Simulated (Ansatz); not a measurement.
# Phonons of AlRu (Pm-3m) against volume, part 2 of 2

Wanted: Grüneisen parameters and pressure coefficients of the modes of AlRu (Pm-3m).

Ansatz 0.2.0; DFT PBEsol, scalar-relativistic, plane waves, PAW; PAW set soft_1.

So far, highest optical mode at the zone centre (no LO-TO term) (cm⁻¹): step 4 (modes at rest) 321.

**5. Ground state of a member: 1.06 times the volume at rest**

The cell is set to 1.06 times the volume at rest; symmetry leaves nothing else free, so this is a single point.

Input file input.yaml:

```yaml
crystal:
  lattice:
    - [3.0343743375, 0.0, 0.0]
    - [0.0, 3.0343743375, 0.0]
    - [0.0, 0.0, 3.0343743375]
  atoms:
    - { symbol: Al, position: [0.0, 0.0, 0.0] }
    - { symbol: Ru, position: [0.5, 0.5, 0.5] }
kpoints:
  mp_grid: { grid: [16, 16, 16] }
hamiltonian:
  xc: pbesol
  pseudopotentials: { kind: paw, azcp: { folder: soft_1 }, xc_functional: pbe }
scf:
  occupations: { method: methfessel_paxton, width: 0.2 }
output:
  forces: true
  stress: true
  eigenvalues: true
```

Command:

```console
> ansatz run input.yaml --threads 4 --pin off --max-ram 10240MiB --backend cpu --events-out ev --progress --plain --runs-dir out
```

Numbers of over 12 decimals in the logs are rounded to 6 here.

The log of the run:

```text
[...]
Crystal: 2 atoms, lattice volume = 27.939 Å³
Basis set: ecut = 420 eV, 515 PW (Γ), exchange–correlation on 48×48×48 points (8 copies of the dense FFT grid, shifted against one another)
Bands: 14, of which v1, the nominal top of the filled ones, is band 10 counted from 1 (9 counted from 0)
Symmetry: 48 space group operations
[...]
k-points: 165 of 4096
[...]
SCF iter   1: F=—  HF=-6343.318277 eV  |F-HF|=—  |Δ(HF+E_count)|=         —  Δρ=1.14e-1  dr2=4.42e0  ethr=3.10e-3  ⟨swp⟩=4.8  Hψ=10948  notcnv=0
[...]
SCF iter   6: F=-6342.290975 eV  HF=-6342.290975 eV  |F-HF|=3.46e-8  |Δ(HF+E_count)|=   8.51e-7  S|Δr|=    0.00e0  Δρ=1.06e-5  dr2=3.91e-8  ethr=5.26e-10  ⟨swp⟩=3.7  Hψ=10202  notcnv=0
SCF 1 converged in 6 iterations: F = -6342.290975 eV  dr2 = 3.91e-8
[...]
SCF converged after 6 iterations
[...]
Free energy (F): -6342.290975 eV
[...]
Internal energy: -6342.289399 eV  (E = F + TS)
E sigma→0 (E₀):  -6342.290581 eV
Entropy (-TS):   -0.001576 eV (-0.788 meV/atom)
Fermi energy:    15.085690 eV
[...]
--- Stress (GPa, compression-positive) ---
      -11.262966       0.000000       0.000000
        0.000000     -11.262966       0.000000
       -0.000000       0.000000     -11.262966
  P = ⅓ Tr σ = -11.2630 GPa (-112.630 kbar)
--- Band table (eV; the first three rows and the last of 165) ---
  k-point 0: bands = [... 6 lower, 11.7058, 15.2505, 15.2505, 15.2505, 20.9357, 20.9357, 20.9357, 25.7785]
  k-point 1: bands = [... 6 lower, 11.7308, 15.1604, 15.1604, 15.2592, 20.5605, 21.0819, 21.0819, 25.6233]
  k-point 2: bands = [... 6 lower, 11.8032, 14.9225, 14.9225, 15.2840, 19.7163, 21.4889, 21.4889, 25.2035]
  k-point 164: bands = [... 6 lower, 10.6804, 16.5847, 16.5847, 17.4165, 19.0692, 19.0692, 19.0692, 23.2530]
```

Elapsed: 0.92 s, on 4 threads of Arm Neoverse V2, shared host; peak memory 0.36 GiB.

This step gave:

- pressure: -11.26 GPa
- volume per atom: 13.97 Å³

The forces vanish by symmetry, at a pressure of -11.26 GPa.

**6. Zone-centre modes of the member: 1.06 times the volume at rest**

The zone-centre modes follow for 1.06 times the volume at rest.

input.yaml: that of step 5 with these lines changed.

```diff
@@ -16,4 +16,4 @@
 output:
-  forces: true
-  stress: true
   eigenvalues: true
+phonons:
+  method: dfpt
```

The log of the run:

```text
[...]
Crystal: 2 atoms, lattice volume = 27.939 Å³
Basis set: ecut = 420 eV, 515 PW (Γ), exchange–correlation on 48×48×48 points (8 copies of the dense FFT grid, shifted against one another)
Bands: 14, of which v1, the nominal top of the filled ones, is band 10 counted from 1 (9 counted from 0)
Symmetry: 48 space group operations
k-points: 405 of 4096 (irreducible under 8 space group operations, time reversal used)
[...]
SCF iter   1: F=—  HF=-6343.318239 eV  |F-HF|=—  |Δ(HF+E_count)|=         —  Δρ=1.14e-1  dr2=4.42e0  ethr=3.10e-3  ⟨swp⟩=4.7  Hψ=26596  notcnv=0
[...]
SCF iter   8: F=-6342.290975 eV  HF=-6342.290975 eV  |F-HF|=9.09e-13  |Δ(HF+E_count)|=  8.19e-12  S|Δr|=    0.00e0  Δρ=1.07e-7  dr2=1.61e-12  ethr=1.00e-12  ⟨swp⟩=5.5  Hψ=22340  notcnv=0
SCF 1 converged in 8 iterations: F = -6342.290975 eV  dr2 = 1.61e-12
[...]
SCF converged after 8 iterations
[...]
Free energy (F): -6342.290975 eV
[...]
Internal energy: -6342.289399 eV  (E = F + TS)
E sigma→0 (E₀):  -6342.290581 eV
Entropy (-TS):   -0.001577 eV (-0.788 meV/atom)
Fermi energy:    15.085585 eV
[...]
--- Band table (eV; the first three rows and the last of 405) ---
  k-point 0: bands = [... 6 lower, 11.7057, 15.2503, 15.2503, 15.2503, 20.9357, 20.9357, 20.9357, 25.7785]
  k-point 1: bands = [... 6 lower, 11.7307, 15.1603, 15.1603, 15.2590, 20.5605, 21.0819, 21.0819, 25.6232]
  k-point 2: bands = [... 6 lower, 11.8031, 14.9224, 14.9224, 15.2839, 19.7163, 21.4889, 21.4889, 25.2035]
  k-point 404: bands = [... 6 lower, 10.6804, 16.5846, 16.5846, 17.4165, 19.0692, 19.0692, 19.0692, 23.2529]
[...]
ASR residual: 7.107e-5 → 0.000e0 eV/Å²; symmetrization residual: 1.308e-6 eV/Å²
  ASR residual per site (eV/Å²): 8.11e-6 7.11e-5
  Γ frequencies (cm⁻¹): 0.00 0.00 0.00 285.06 285.06 285.06
[...]
```

Run time: 9 s. Hardware: 4 threads; peak memory 0.71 GiB.

This step gave:

* sum-rule residual before enforcement: 7.11e-5 eV/Å²
* highest optical mode at the zone centre (no LO-TO term): 285.1 cm⁻¹
* lowest optical zone-centre mode: 285.1 cm⁻¹

Patterns of degenerate modes are one choice out of their space. Modes at Γ, with each element's share of the kinetic energy:

| mode | frequency (cm⁻¹) | symmetry | Al % | Ru % |
| --- | --- | --- | --- | --- |
| 1 | 0.0 | acoustic | 21 | 79 |
| 2 | 0.0 | acoustic | 21 | 79 |
| 3 | 0.0 | acoustic | 21 | 79 |
| 4 | 285.1 | T1u | 79 | 21 |
| 5 | 285.1 | T1u | 79 | 21 |
| 6 | 285.1 | T1u | 79 | 21 |

The optical mode lies at 285.1 cm⁻¹.

Between step 4 and this run (volume ratio 1.06) the value for the highest optical mode at the zone centre (no LO-TO term) moves from 321 cm⁻¹ to 285 cm⁻¹ (-11 %).

**7. Ground state of a member: 0.9 times the volume at rest**

The cell is set to 0.9 times the volume at rest; symmetry leaves nothing else free, so this is a single point.

input.yaml, the sections that differ from step 6:

```yaml
crystal:
  lattice:
    - [2.8733026373, 0.0, 0.0]
    - [0.0, 2.8733026373, 0.0]
    - [0.0, 0.0, 2.8733026373]
  atoms:
    - { symbol: Al, position: [0.0, 0.0, 0.0] }
    - { symbol: Ru, position: [0.5, 0.5, 0.5] }
output:
  forces: true
  stress: true
  eigenvalues: true
# kpoints, hamiltonian, scf: as in step 6
# phonons: removed
```

The log of the run:

```text
[...]
Crystal: 2 atoms, lattice volume = 23.722 Å³
Basis set: ecut = 420 eV, 461 PW (Γ), exchange–correlation on 40×40×40 points (8 copies of the dense FFT grid, shifted against one another)
Bands: 14, of which v1, the nominal top of the filled ones, is band 10 counted from 1 (9 counted from 0)
Symmetry: 48 space group operations
[...]
k-points: 165 of 4096
[...]
--- Band table (eV; the first three rows and the last of 165) ---
  k-point 0: bands = [... 6 lower, 14.0519, 18.5908, 18.5908, 18.5908, 25.0426, 25.0426, 25.0426, 30.0394]
  k-point 1: bands = [... 6 lower, 14.0904, 18.4763, 18.4763, 18.6024, 24.6545, 25.2134, 25.2134, 29.8093]
  k-point 2: bands = [... 6 lower, 14.1891, 18.1753, 18.1753, 18.6355, 23.7750, 25.6824, 25.6824, 29.2065]
  k-point 164: bands = [... 6 lower, 13.0046, 20.3308, 20.3308, 21.7243, 22.7814, 22.7814, 22.7814, 28.1340]
[key lines of the parts left out:]
SCF converged after 6 iterations
Free energy (F): -6342.131642 eV
Fermi energy:    18.382637 eV
P = ⅓ Tr σ = 29.0988 GPa (290.988 kbar)
```

Wall time 0.81 s (4 threads); peak memory 0.35 GiB; 2.6 s of CPU time.

Numbers from this step:

```yaml
pressure: 29.10 GPa
volume_per_atom: 11.86 Å³
```

The forces vanish by symmetry, at a pressure of 29.10 GPa.

**8. Modes of this member: 0.9 times the volume at rest**

The zone-centre modes follow for 0.9 times the volume at rest.

input.yaml: that of step 7 with these lines changed.

```diff
@@ -16,4 +16,4 @@
 output:
-  forces: true
-  stress: true
   eigenvalues: true
+phonons:
+  method: dfpt
```

The log of the run:

```text
[...]
Crystal: 2 atoms, lattice volume = 23.722 Å³
Basis set: ecut = 420 eV, 461 PW (Γ), exchange–correlation on 40×40×40 points (8 copies of the dense FFT grid, shifted against one another)
Bands: 14, of which v1, the nominal top of the filled ones, is band 10 counted from 1 (9 counted from 0)
Symmetry: 48 space group operations
k-points: 405 of 4096 (irreducible under 8 space group operations, time reversal used)
[...]
k-point 2: bands = [... 6 lower, 14.1890, 18.1752, 18.1752, 18.6354, 23.7750, 25.6824, 25.6824, 29.2065]
  k-point 404: bands = [... 6 lower, 13.0046, 20.3307, 20.3307, 21.7243, 22.7814, 22.7814, 22.7814, 28.1340]
[...]
ASR residual: 7.410e-5 → 0.000e0 eV/Å²; symmetrization residual: 1.488e-6 eV/Å²
  ASR residual per site (eV/Å²): 8.34e-6 7.41e-5
  Γ frequencies (cm⁻¹): 0.00 0.00 0.00 388.89 388.89 388.89
[...]
[key lines of the parts left out:]
SCF converged after 8 iterations
Free energy (F): -6342.131642 eV
Fermi energy:    18.382563 eV
```

Elapsed: 6.9 s, on 4 threads; peak memory 0.65 GiB.

Numbers from this step:

- sum-rule residual before enforcement: 7.41e-5 eV/Å²
- highest optical mode at the zone centre (no LO-TO term): 388.9 cm⁻¹
- lowest optical zone-centre mode: 388.9 cm⁻¹

Patterns of degenerate modes are one choice out of their space. The modes at Γ (shares of kinetic energy by element, %):

| mode | frequency (cm⁻¹) | symmetry | Al % | Ru % |
| --- | --- | --- | --- | --- |
| 1 | 0.0 | acoustic | 21 | 79 |
| 2 | 0.0 | acoustic | 21 | 79 |
| 3 | 0.0 | acoustic | 21 | 79 |
| 4 | 388.9 | T1u | 79 | 21 |
| 5 | 388.9 | T1u | 79 | 21 |
| 6 | 388.9 | T1u | 79 | 21 |

The optical mode lies at 388.9 cm⁻¹.

For the highest optical mode at the zone centre (no LO-TO term), step 4 gave 321 cm⁻¹; this run, with volume ratio 0.9, gives 389 cm⁻¹ (+21 %).

**9. The series together**

The members are set side by side, also those not shown above.

Each row is one cell with its response, relaxed at fixed volume as far as symmetry leaves anything free; energies are extrapolated to zero smearing, and E0 is that at rest; shape and atoms are relaxed in each cell where symmetry leaves them free; all runs use 16×16×16 k points and Methfessel-Paxton smearing of 0.2 eV. State of the crystal along the series:

| volume ratio | V (Å³/atom) | pressure (GPa) | E - E0 (meV/atom) |
| --- | --- | --- | --- |
| 0.9 | 11.86 | 29.1 | 109 |
| 0.92 | 12.12 | 21.96 | 67.06 |
| 0.94 | 12.39 | 15.55 | 36.3 |
| 0.96 | 12.65 | 9.8 | 15.54 |
| 0.98 | 12.91 | 4.637 | 3.742 |
| 0.99 | 13.05 | 2.257 | 0.922 |
| 1 | 13.18 | -2.00e-4 | 0 |
| 1.02 | 13.44 | -4.165 | 3.5 |
| 1.04 | 13.71 | -7.906 | 13.5 |
| 1.06 | 13.97 | -11.26 | 29.33 |

Each mode is tracked from rest by its pattern, and modes that stay within 0.3 cm⁻¹ of each other stand once; shape and atoms are relaxed in each cell where symmetry leaves them free; all runs use 16×16×16 k points and Methfessel-Paxton smearing of 0.2 eV. Optical modes along the series:

| V (Å³/atom) | mode 4 T1u (cm⁻¹) |
| --- | --- |
| 11.86 | 388.9 |
| 12.12 | 374.6 |
| 12.39 | 360.8 |
| 12.65 | 347.3 |
| 12.91 | 334.2 |
| 13.05 | 327.8 |
| 13.18 | 321.5 |
| 13.44 | 309.1 |
| 13.71 | 296.9 |
| 13.97 | 285.1 |

From cubic fits (parabolas where under five rows exist) of ln ω and P against ln V through the rows within about 4 % of rest: γ = −d ln ω / d ln V and dω/dP = γ ω / B. Slopes at rest:

| mode | fitted frequency at rest (cm⁻¹) | Grüneisen parameter γ | dω/dP (cm⁻¹/GPa) |
| --- | --- | --- | --- |
| mode 4 T1u | 321.5 | 1.96 | 2.86 |

**10. Results**

| Item | Value |
| --- | --- |
| members | 10 |
| highest optical mode at the zone centre (no LO-TO term), at rest | 321.5 cm⁻¹ |
| bulk modulus at rest | 220 GPa |
| mode 4 T1u, γ | 1.96 |

**Reading.** The series spans -11.3 to 29.1 GPa, and the slope at rest gives a bulk modulus of 220 GPa. The optical mode has γ = 1.96 and moves by 2.9 cm⁻¹ for each GPa. One k mesh and one cutoff serve the ground states and modes of all volumes. These are harmonic frequencies at zero temperature: anharmonic shifts, linewidths and thermal expansion are left out. With no gap, or one that is small against the smearing, the frequencies hang on the k mesh and the smearing, most of all near Kohn anomalies. The runs are without spin polarisation, although the cell has an odd electron count. The PAW files were made for PBE; the program adapts parts of them to the functional of the run, but their partial waves stay those of PBE, an approximation that was not tested in this session. Only the zone centre was solved, so an instability at another wavevector cannot show here.

[Logs are printed without paths, hosts, clocks, repeated set-up lines and the standing remarks that a program may print on its own settings, such as how far it seeks lower states.]

[Hosts, paths, dates, database ids (printed as entryN), source tags and the programs' standing remarks are cut or masked in the printed files.]
